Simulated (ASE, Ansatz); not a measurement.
# Convergence of a linear-scaling basis for twisted h-AlN/h-SiC alternating trilayer, 27.80° (78 atoms), part 2 of 2

Aim: test how closely localised support functions follow the reference on twisted h-AlN/h-SiC alternating trilayer, 27.80° (78 atoms), and at what cost. A setting counts as converged where the r.m.s. difference of forces stays under 1 % of the r.m.s. force.

Ansatz 0.2.0; Kohn-Sham DFT, PBE+D3(BJ), PAW (set soft_2), plane waves.

The cell: 26 Al, 26 N, 13 Si and 13 C. Beside vacuum, support functions can miss their usual error bounds without a warning. Only the Γ point is sampled, in a cell whose shortest periodic width is 10 Å.

So far: The starting structure; Plane-wave single point.

## Step 3: Distances and neighbours

These statistics describe the geometry on which the runs were made.

Normalised to the volume that the atoms fill. g(r), total and by pair (bins of 0.2 Å):

| r (Å) | total | Al-Al | Al-N | Al-C | Al-Si | N-N | N-C |
| --- | --- | --- | --- | --- | --- | --- | --- |
| 1.70 | 2.40 | 0.00 | 7.70 | 0.00 | 0.00 | 0.00 | 0.00 |
| 1.90 | 1.95 | 0.00 | 5.35 | 0.00 | 0.00 | 0.00 | 0.00 |
| 2.10 | 0.00 | 0.00 | 0.00 | 0.00 | 0.00 | 0.00 | 0.00 |
| 2.30 | 0.00 | 0.00 | 0.00 | 0.00 | 0.00 | 0.00 | 0.00 |
| 2.50 | 0.00 | 0.00 | 0.00 | 0.00 | 0.00 | 0.00 | 0.00 |
| 2.70 | 0.00 | 0.00 | 0.00 | 0.00 | 0.00 | 0.00 | 0.00 |
| 2.90 | 0.00 | 0.00 | 0.00 | 0.00 | 0.00 | 0.00 | 0.00 |
| 3.10 | 2.96 | 8.67 | 0.00 | 0.32 | 0.21 | 8.68 | 0.11 |
| 3.30 | 0.51 | 0.00 | 0.00 | 0.90 | 1.20 | 0.00 | 1.30 |
| 3.50 | 1.20 | 0.00 | 1.95 | 1.18 | 1.39 | 0.00 | 1.22 |
| 3.70 | 0.90 | 0.00 | 1.31 | 1.35 | 0.66 | 0.00 | 0.82 |
| 3.90 | 0.57 | 0.00 | 0.00 | 0.88 | 1.69 | 0.00 | 1.69 |
| 4.10 | 0.45 | 0.00 | 0.00 | 1.28 | 0.77 | 0.00 | 0.77 |
| 4.30 | 0.41 | 0.00 | 0.00 | 1.23 | 0.62 | 0.00 | 0.68 |
| 4.50 | 0.46 | 0.00 | 0.00 | 0.62 | 1.37 | 0.00 | 1.31 |
| 4.70 | 1.64 | 0.00 | 3.71 | 1.26 | 0.59 | 0.00 | 0.59 |
| 4.90 | 0.30 | 0.00 | 0.00 | 0.23 | 1.07 | 0.00 | 1.07 |
| 5.10 | 0.50 | 0.00 | 0.00 | 1.24 | 1.01 | 0.00 | 1.01 |
| 5.30 | 0.92 | 1.79 | 0.00 | 0.87 | 0.45 | 2.06 | 0.45 |
| 5.50 | 0.72 | 1.10 | 0.00 | 0.47 | 1.23 | 0.84 | 1.26 |
| 5.70 | 0.35 | 0.00 | 0.00 | 0.83 | 0.78 | 0.00 | 0.78 |
| 5.90 | 0.20 | 0.00 | 0.00 | 0.90 | 0.03 | 0.00 | 0.00 |
| 6.10 | 0.40 | 0.03 | 0.00 | 0.69 | 1.04 | 0.06 | 1.04 |
| 6.30 | 1.03 | 2.49 | 0.00 | 0.40 | 0.66 | 2.46 | 0.66 |
| 6.50 | 1.15 | 0.00 | 2.56 | 0.96 | 0.61 | 0.00 | 0.61 |
| 6.70 | 0.23 | 0.00 | 0.41 | 0.31 | 0.35 | 0.00 | 0.28 |
| 6.90 | 0.40 | 0.00 | 0.00 | 0.66 | 1.14 | 0.00 | 1.19 |
| 7.10 | 0.70 | 1.68 | 0.58 | 0.47 | 0.15 | 1.69 | 0.17 |

Bonds by pair of elements; cutoffs follow the first minimum of g(r), held within bounds set by covalent radii, and pairs that aren't listed don't count as bonded:

| pair A-B | cutoff (Å) | bonds | mean length (Å) | spread (Å) | shortest (Å) | B about A | A about B |
| --- | --- | --- | --- | --- | --- | --- | --- |
| Al-N | 2.25 | 78 | 1.80 | 0.015 | 1.76 | 3 | 3 |
| C-Si | 2.23 | 39 | 1.80 | 0.016 | 1.76 | 3 | 3 |

How many atoms have how many bonded neighbours:

| element | mean | 3 |
| --- | --- | --- |
| Al | 3 | 26 |
| C | 3 | 13 |
| N | 3 | 26 |
| Si | 3 | 13 |

Bond angles, per cent of each kind in bins of 5°:

| angle (°) | Al-N-Al | N-Al-N | Si-C-Si | C-Si-C |
| --- | --- | --- | --- | --- |
| 115–120 | 48.7 | 46.2 | 43.6 | 48.7 |
| 120–125 | 51.3 | 53.8 | 56.4 | 51.3 |

Bond angles (no mean is given where the spread exceeds 20°):

| angle | count | mean (°) | spread (°) |
| --- | --- | --- | --- |
| Al-N-Al | 78 | 120 | 0.7 |
| N-Al-N | 78 | 120 | 0.7 |
| Si-C-Si | 39 | 120 | 0.8 |
| C-Si-C | 39 | 120 | 0.8 |

Counting bonds as in the table, all Al atoms have 3, all C atoms have 3, all N atoms have 3 and all Si atoms have 3 bonded neighbours. The Al-N-Al angle averages 120° with a spread of 0.7°.

A closer look about C30, picked at random: 14 atoms, nearest first, numbered in the order of the input, with positions taken from that point.

| atom | x | y | z | distance (Å) | bonds | Löwdin charge (e) | Fx | Fy | Fz (eV/Å) |
| --- | --- | --- | --- | --- | --- | --- | --- | --- | --- |
| C30 | 0.00 | 0.00 | 0.00 | 0.00 | 3 | -0.97 | -0.95 | 0.95 | 0.03 |
| Si29 | 0.43 | -1.71 | 0.00 | 1.76 | 3 | 1.06 | -0.41 | -1.08 | 0.05 |
| Si51 | 1.29 | 1.26 | 0.01 | 1.80 | 3 | 1.10 | -0.29 | 0.48 | -0.02 |
| Si33 | -1.74 | 0.51 | 0.00 | 1.81 | 3 | 1.09 | 0.09 | 0.05 | -0.07 |
| C28 | 2.13 | -2.23 | 0.01 | 3.08 | 3 | -0.96 | 0.78 | 0.38 | 0.00 |
| C50 | 2.99 | 0.78 | 0.01 | 3.09 | 3 | -0.97 | 0.84 | -0.51 | 0.01 |
| C32 | -0.89 | -2.98 | -0.01 | 3.11 | 3 | -0.96 | 1.31 | -0.46 | 0.02 |
| C36 | -3.04 | -0.73 | -0.02 | 3.13 | 3 | -0.98 | 0.71 | -0.29 | 0.08 |
| C34 | -2.17 | 2.27 | 0.01 | 3.14 | 3 | -0.97 | -0.24 | -0.41 | 0.04 |
| C52 | 0.86 | 3.02 | -0.01 | 3.14 | 3 | -0.95 | 0.23 | -0.36 | 0.04 |
| N18 | 0.84 | 0.04 | -3.17 | 3.28 | 3 | -1.09 | 1.05 | -0.55 | -0.30 |
| N70 | 0.86 | 0.02 | 3.19 | 3.31 | 3 | -1.08 | 0.43 | 0.20 | 0.21 |
| Al17 | -0.43 | 1.26 | -3.16 | 3.43 | 3 | 1.15 | -0.85 | 0.80 | 0.01 |
| Al69 | -0.42 | 1.26 | 3.18 | 3.45 | 3 | 1.15 | -0.27 | 0.20 | -0.01 |

The column of bonds counts only the pairs Al-N within 2.25 Å, C-Si within 2.23 Å; other neighbours, such as metal atoms beside each other in a compound, aren't counted, and periodic images can show an atom twice.

## Step 4: Support functions medium

With localised support functions most steps grow linearly with size, though the diagonalisation grows faster unless the density matrix is cut; this run measures error and cost at this size.

This step: Kohn-Sham DFT, PBE+D3(BJ), PAW (set soft_2), localised support functions (medium) (Ansatz 0.2.0).

The input, input.yaml:

```yaml
crystal:
  lattice:
    - [11.2313, 0.0, 0.0]
    - [-5.61565, 9.72659, 0.0]
    - [0.0, 0.0, 20.35]
  atoms:
    [... the 78 atom lines of step 2 ...]
kpoints:
  mp_grid: { grid: [1, 1, 1] }
hamiltonian:
  xc: pbe
  dispersion: d3bj
scf:
  occupations: { method: fixed }
  eigensolver: { kind: { support_functions: { accuracy: medium } } }
  mixing: { beta: 0.4 }
  max_iter: 150
output:
  forces: true
  eigenvalues: true
```

Launch:

```bash
$ ansatz run input.yaml --threads 8 --pin off --max-ram 15872MiB --backend cpu --events-out ev --progress --plain --runs-dir out
```

Numbers of over 12 decimals in the logs are rounded to 6 here.

Log:

```text
Warning: scf.eigensolver.kind.support_functions: disabling space-group detection — the functions' gradient is summed over unrotated k-points, so no spatial operation reduces the k-mesh or symmetrises the density; time reversal is kept, so that k and −k are solved as one point where they differ and the mesh holds both, and exact exchange and, on two spinor components, a DFT+U term hold to it where the run has them: [...]
settings of this run that can trade accuracy for cost: scf.eigensolver.kind.support_functions [...]
[...]
Crystal: 78 atoms, lattice volume = 2223.080 Å³
Basis set: ecut = 420 eV, 43467 PW (Γ), exchange–correlation on 160×160×288 points (8 copies of the dense FFT grid, shifted against one another)
Bands: 188, of which v1, the nominal top of the filled ones, is band 156 counted from 1 (155 counted from 0)
Symmetry: 1 space group operations
k-points: 1
[...]
SCF iter   1: F=—  HF=-35611.621882 eV  |F-HF|=—  |Δ(HF+E_count)|=         —  Δρ=1.14e-1  dr2=3.84e2  ethr=1.00e-1
[...]
SCF iter  13: F=-35536.394520 eV  HF=-35536.394519 eV  |F-HF|=9.03e-7  |Δ(HF+E_count)|=   4.29e-4  Δρ=8.84e-6  dr2=1.46e-6  ethr=4.42e-9
SCF 1 converged in 13 iterations: F = -35536.398677 eV  dr2 = 1.46e-6
[...]
SCF converged after 13 iterations
Stability not checked: this state was not tested for a lower state beside it, because the mixer in use, unlike msr1, does not test its closes by its own steps (another_mixer; see scf.mixing.algorithm and scf.lower_state_search)
Free energy (F): -35536.398677 eV
[...]
Internal energy: -35536.398677 eV  (E = F + TS)
E sigma→0 (E₀):  -35536.398677 eV
Fermi energy:    0.081510 eV
[...]
--- Forces (eV/Å), atoms counted from 1 ---
  atom   1  Al     0.52819842     0.10719136     0.16271118
  atom   2  N      0.08298050    -1.02052365    -0.20355363
  atom   3  Al     0.15484610     0.36017171     0.01523144
  atom   4  N      0.25851919    -0.25760565    -0.20705226
  atom   5  Al    -0.14821022     0.53307973     0.07841217
  atom   6  N     -0.93901748    -0.29582175    -0.46044790
  atom   7  Al    -0.28908635    -0.48250979     0.02343694
  atom   8  N     -0.06164573    -0.44349665    -0.03223718
  atom   9  Al    -0.14368643     0.35989867     0.24663724
  atom  10  N      0.30924943     0.74789466    -0.25179164
  atom  11  Al     0.82984255     0.22102436    -0.04220998
  atom  12  N      0.39248731    -0.31167937    -0.00469161
  atom  13  Al     0.32954418    -0.31130544     0.16482106
  atom  14  N     -0.29158314     0.35771051    -0.18397645
[...]
atom  77  Al     0.20607407    -0.19226739    -0.21853644
  atom  78  N     -0.22871404     0.32278431     0.25611275
  max |Σ_I F_I| component: 2.79e-3 eV/Å
--- Band table (eV) ---
[...]
```

Elapsed: 49 s, on 8 threads of Arm Neoverse V2, shared host; peak memory 4 GiB; 6.3 min of CPU time.

The program notes that the band table was not solved further than the SCF left it and it switched symmetry off.

Keys that differ from the reference: support_functions.accuracy = "medium", scf.max_iter = 150 and scf.mixing.beta = 0.4.

Forces differ from the reference by 0.24 meV/Å r.m.s., 0.064 % of their size, well within a tolerance of 1 %; the energy by -2.6 meV/atom. It took 49 s and 13 cycles; the reference's time can't be set against it, since the two runs asked for unlike analyses.

## Step 5: The ladder side by side

Differences are against the plane-wave reference (Kohn-Sham DFT, PBE+D3(BJ), PAW (set soft_2), plane waves), whose r.m.s. force component is 0.380 eV/Å. Energies are set beside the reference only for runs with its functional, potentials and electron count. Times are for 8 threads of Arm Neoverse V2, shared host. The reference's time includes the DOS and grids, which some other runs skip.

| run | Δ force, r.m.s. (meV/Å) | share of r.m.s. force (%) | Δ energy (meV/atom) | Δ gap (eV) | cycles | time | host memory (GiB) |
| --- | --- | --- | --- | --- | --- | --- | --- |
| reference | - | - | - | - | 9 | 10 s | 2.1 |
| support functions medium | 0.242 | 0.0637 | -2.62 | 1.0e-4 | 13 | 49 s | 4.0 |

## Step 6: Results

```
free energy per atom                             : -455.5922 eV/atom
r.m.s. force component                           : 0.3803 eV/Å
gap (highest filled to lowest empty level) : 1.577 eV
potential in mid-vacuum, over the Fermi level    : 4.733 eV
wall time of the 2 DFT runs                      : 59 s
```

**Reading.** Against plane waves at 420 eV, the forces differ by 0.24 meV/Å (0.064 %) with support functions medium. At 78 atoms the run with support functions medium takes roughly 4.7 times the time of plane waves (whose run also made extra analyses, so the like-for-like ratio is larger), in 13 SCF cycles against 9. Differences between support functions and plane waves include what basis error the plane-wave run still has.

The highest filled and lowest empty levels differ by 1.58 eV at Γ alone; the mesh holds the band edges only if they fold onto it, so the gap at this level can be narrower or closed, while semilocal functionals tend to narrow gaps against experiment. The potential stands 4.73 eV above the highest filled level over the upper face and 4.74 eV under the lower one, a reading of the ionisation potential at this level on the run's k-points. Counting bonds as in the table, all Al atoms have 3, all C atoms have 3, all N atoms have 3 and all Si atoms have 3 bonded neighbours.

What to keep in mind: The geometry was built by rule, was displaced at random and isn't relaxed at this level: its force components are 0.38 eV/Å r.m.s.

[Logs are printed without paths, hosts, clocks, repeated set-up lines and the standing remarks that a program may print on its own settings, such as how far it seeks lower states.]

[Hosts, paths, dates, database ids (printed as entryN), source tags and the programs' standing remarks are cut or masked in the printed files.]
